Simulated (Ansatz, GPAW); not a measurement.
# Cutoff, mesh and smearing for Y/V(110), part 3 of 3

How do cutoff, mesh, smearing and the dipole layer change the work function of Y/V(110)?

GPAW 26.7.0 and Ansatz 0.2.0; Ansatz plane waves; slab in vacuum with a dipole correction, relaxation (the session's first sound run).

So far, upper work function (eV): 2.45 in steps 2, 3, 6 and 9.

**10. Scheme Fermi-Dirac, smearing 0.01 (continued)**

Level of this step: GPAW, PAW setups; slab in vacuum (GPAW).

The electrostatic potential energy of an electron (without an applied field's), less the Fermi level, planar mean oscillates, so the rows of the table below give means over windows of 2.26 Å about each position, cut where the curve ends. Its maxima inside the range that stand out by 2 % of the span (Å: eV): 1.3: 4.78, 10.1: -0.995, 12.2: -1.00, 14.3: -2.12, 16.7: 0.480. Its minima: 9.0: -19.8, 11.1: -19.7, 13.3: -19.8, 15.3: -19.1, 17.6: -6.24.

The electrostatic potential energy of an electron (without an applied field's), less the Fermi level, planar mean by z; means over each step:

```tsv
z (Å)	electrostatic potential energy of an electron (without an applied field's), less the Fermi level, planar mean (eV)
1.13	4.68
3.39	4.78
5.65	4.71
7.91	-3.20
10.17	-9.78
12.43	-9.63
14.69	-10.1
16.95	-3.07
19.21	1.02
21.47	2.36
23.73	2.38
25.99	2.38
```

The upper face's work function is 2.385 eV, against 2.449 eV in the first plane-wave PBE run at this geometry.

**11. The ladder**

Times are for 1 thread of Arm Neoverse N1, shared host. The series side by side:

```tsv
no.	run	upper work function (eV)	lower work function (eV)	time	memory (GiB)
1	pw	2.449	4.757	2.4 h	1.4
2	cutoff 700	2.450	4.755	4.9 h	3.1
3	k mesh 10×10	2.449	4.758	5.1 h	2.5
4	scheme Fermi-Dirac, smearing 0.01	2.385	4.778	2.6 h	1.4
```

**12. Without the dipole layer**

The dipole layer is taken out and the cell repeats along the normal.

The input, run.py:

```python
import json
import numpy as np
from ase import Atoms
from gpaw import GPAW, PW

slab = Atoms(
    ['V', 'V', 'V', 'V', 'V', 'V', 'V', 'V', 'V', 'V', 'V', 'V', 'V', 'V', 'V', 'V', 'Y'],
    positions=[
        [0.00000, 0.00000, 9.00000],
        [2.13546, 0.00000, 11.13546],
        [0.00000, 0.00000, 13.27092],
        [2.13545, -0.00013, 15.19653],
        [2.13546, 1.51000, 9.00000],
        [4.27092, 1.51000, 11.13546],
        [2.13546, 1.51000, 13.27092],
        [4.26260, 1.52976, 15.39770],
        [2.13546, -1.51000, 9.00000],
        [4.27092, -1.51000, 11.13546],
        [2.13546, -1.51000, 13.27092],
        [4.27094, -1.50987, 15.19653],
        [4.27092, 0.00000, 9.00000],
        [6.40639, -0.00000, 11.13546],
        [4.27092, 0.00000, 13.27092],
        [6.41471, -0.01976, 15.39770],
        [1.06773, 0.75500, 17.60778]],
    cell=[[4.27092, -3.02, 0.0], [4.27092, 3.02, 0.0], [0.0, 0.0, 27.76209]],
    pbc=[True, True, True])

slab.calc = GPAW(mode=PW(400), xc='PBE', kpts={'size': (7, 7, 1), 'gamma': True},
                 occupations={'name': 'fermi-dirac', 'width': 0.1}, nbands='160%',
                 convergence={'density': 1e-05}, maxiter=200,
                 symmetry={'tolerance': 1e-3}, txt='slab.txt')
result = {}
energy = slab.get_potential_energy()
fermi = slab.calc.get_fermi_level()
v = slab.calc.get_electrostatic_potential().mean((0, 1)) - fermi
n = slab.calc.get_pseudo_density().mean((0, 1))
L = slab.cell[2, 2]
z = np.arange(len(v)) * L / len(v)
low, high = slab.positions[:, 2].min(), slab.positions[:, 2].max()
below, above = np.interp([low - 6.8, high + 6.8], z, v)
slopes = [np.interp(x, z, np.gradient(v, z)) for x in (low - 6.8, high + 6.8)]
eps = np.array([[slab.calc.get_eigenvalues(k, s) for k in range(len(slab.calc.get_ibz_k_points()))]
                for s in range(slab.calc.get_number_of_spins())]) - fermi
top, bottom = eps[eps < 0].max(), eps[eps > 0].min()
dipole = slab.get_dipole_moment()[2]
print(f'energy {energy:.4f} eV, Fermi level {fermi:.4f} eV, dipole {dipole:.5f} e A')
print(f'potential 6.8 A off the faces, from the Fermi level: lower {below:.4f} eV, upper {above:.4f} eV')
print(f'slope of the potential there: lower {slopes[0]:.5f}, upper {slopes[1]:.5f} eV/A')
print(f'nearest levels on the mesh: {top:.4f} and {bottom:.4f} eV')
print('magnetic moment', round(slab.get_magnetic_moment(), 3))
result.update(energy=energy, fermi=fermi, dipole=dipole, below=below, above=above, slopes=slopes, edges=[top, bottom],
              z=z.tolist(), v=v.tolist(), n=n.tolist(), positions=slab.positions.tolist(),
              forces=slab.get_forces(apply_constraint=False).tolist(), moments=slab.get_magnetic_moments().tolist())
json.dump(result, open('result.json', 'w'))
```

The run is started by

```console
OMP_NUM_THREADS=1 OPENBLAS_NUM_THREADS=1 python run.py
```

What it wrote:

```text
energy -132.9548 eV, Fermi level 0.9826 eV, dipole 0.61913 e A
potential 6.8 A off the faces, from the Fermi level: lower 4.0240 eV, upper 3.1550 eV
slope of the potential there: lower 0.15645, upper 0.15648 eV/A
nearest levels on the mesh: -0.0044 and 0.0010 eV
magnetic moment 0.0
```

Wall time 2.4 h (1 thread of Arm Neoverse N1, shared host); peak memory 1.4 GiB.

The run finished. A setting was moved off its sound value on purpose, so it serves as a test and not as the result.

The fault put into the input: no dipole layer on a slab with a dipole, so the vacuum potential tilts and no work function is defined (dipole = false and pbc_z = true).

The two runs compared:

```tsv
quantity	this run	sound run	difference
dipole along the normal (e·Å)	0.61913	0.32873	0.290
```

The two runs differ clearly in the dipole along the normal: 0.619 e·Å against 0.329 e·Å.

**13. Side by side**

Results and costs are gathered.

This step: comparison of work functions, dipole and cost (GPAW 26.7.0).

Ladder, by row:

```tsv
step	code	work function, upper (eV)	work function, lower (eV)	dipole (e Å)	wall time (s)	peak memory (GiB)	threads
pw	GPAW	2.449	4.757	0.3287	8748	1.42	1
ecut200	GPAW	2.467	4.77	0.3292	3281	0.61	1
ecut300	GPAW	2.451	4.76	0.3292	5890	0.99	1
ecut700	GPAW	2.45	4.755	0.3286	17565	3.06	1
k2	GPAW	2.311	4.799	0.3546	1522	0.6	1
k4	GPAW	2.457	4.753	0.3272	3527	0.83	1
k10	GPAW	2.449	4.758	0.3289	18355	2.54	1
smear	GPAW	2.385	4.778	0.341	9452	1.43	1
nodip	GPAW	-	-	0.6191	8785	1.42	1
```

**14. Outcome**

| Quantity | Value |
| --- | --- |
| work function, upper and lower face | 2.449 and 4.757 eV |
| dipole along the normal | 0.329 e Å |

**Reading.** With plane waves and PBE the work function is 2.45 eV on the upper face and 4.76 eV on the lower. The two faces differ by 2.3 eV, the step that the slab's dipole makes (e p/(ε0 A) gives 2.3 eV), so the dipole layer is needed. The other smearing (Fermi-Dirac of 0.01 eV in place of Fermi-Dirac of 0.1) moves the two faces by -0.065 and 0.021 eV on the same mesh; a mesh is converged only for its smearing. Over the sound runs of the table the upper face's work function spans 2.385 (smear) to 2.450 eV (ecut700). The cell of 25.8 Å² holds one Y, started on one chosen site; other sites and coverages weren't tried. The runs had no spin polarisation, so a magnetic state, which thin layers of d-metal atoms can have, wasn't tested. The in-plane lattice was kept as typed, which isn't the functional's own and leaves some strain; spin-orbit coupling and temperature are left out.

[Logs are printed without paths, hosts, clocks, repeated set-up lines and the standing remarks that a program may print on its own settings, such as how far it seeks lower states.]

[Hosts, paths, dates, database ids (printed as entryN), source tags and the programs' standing remarks are cut or masked in the printed files.]
